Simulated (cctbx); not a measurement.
## What resolution and counting buy: ZnCdB2S5

Space group P2_12_12_1 (no. 19), a = 4.2690 Å, b = 7.9010 Å, c = 22.0500 Å, α = 90.00°, β = 90.00°, γ = 90.00°.

| atom | mult. | x | y | z | Ueq (Å²) |
| --- | --- | --- | --- | --- | --- |
| Cd1 | 4 | 0.1171 | 0.0198 | 0.9731 | 0.0043 |
| Zn1 | 4 | 0.5294 | 0.8947 | 0.7923 | 0.0044 |
| S1 | 4 | 0.9782 | 0.3415 | 0.6484 | 0.0066 |
| S2 | 4 | 0.6431 | 0.2264 | 0.9275 | 0.0068 |
| S3 | 4 | 0.5300 | 0.2100 | 0.7898 | 0.0059 |
| S4 | 4 | 0.9057 | 0.1164 | 0.5441 | 0.0065 |
| S5 | 4 | 0.7906 | 0.4913 | 0.8405 | 0.0061 |
| B1 | 4 | 0.6530 | 0.2985 | 0.8557 | 0.0077 |
| B2 | 4 | 0.5222 | 0.3487 | 0.3848 | 0.0092 |

This is a model crystal, built by substitution and not relaxed, with assumed displacement parameters.

Five simulated data sets (cctbx; Mo Kα, λ = 0.71073 Å; 2 % proportional error) differ in resolution or exposure (noise floor 15 counts in the first three, 8 in the last two). Each is refined with the right model, isotropic at 1.1 Å and anisotropic otherwise. How do the figures of merit and the uncertainties move?

```
d min (Å)  top counts  ⟨I/σ⟩ (unmerged, absences included)  unique  param. (scale apart)   Rint      R1  GooF  largest s.u. xyz (fractional)  s.u. U of B1 (Å²)  largest error (Å)
      1.1       40000                                 30.7     582                    36  0.017  0.0070  0.94                        0.00096             0.0009             0.0058
     0.84       40000                                 27.5    1307                    81  0.018  0.0079  0.93                        0.00061             0.0012             0.0061
      0.6       40000                                 22.3    3585                    81  0.022  0.0102  0.93                        0.00035             0.0005             0.0035
     0.75         300                                  1.6    1841                    81  0.333  0.0971  0.93                        0.01041             0.0223             0.0423
     0.75        3000                                  8.5    1841                    81  0.061  0.0266  0.92                        0.00180             0.0029             0.0089
```

The number of reflections grows roughly as 1/d³: 582, 1307 and 3585 here. R1 follows the noise rather than the truth: at 300 counts it is 0.0971, at 3000 counts 0.0266, while GooF is 0.93 and 0.92: the weights 1/σ² carry the noise. The s.u. of U (U11 where anisotropic) for B1 goes 0.0009, 0.0012, 0.0005 Å² with resolution and 0.0223, 0.0029 Å² with exposure.

Hardware for the 0.6 Å refinement: 1.1 s on 1 thread of Arm Neoverse V2, with other jobs on the host, peak memory 0.09 GiB.

[Logs are printed without paths, hosts, clocks, repeated set-up lines and the standing remarks that a program may print on its own settings, such as how far it seeks lower states.]
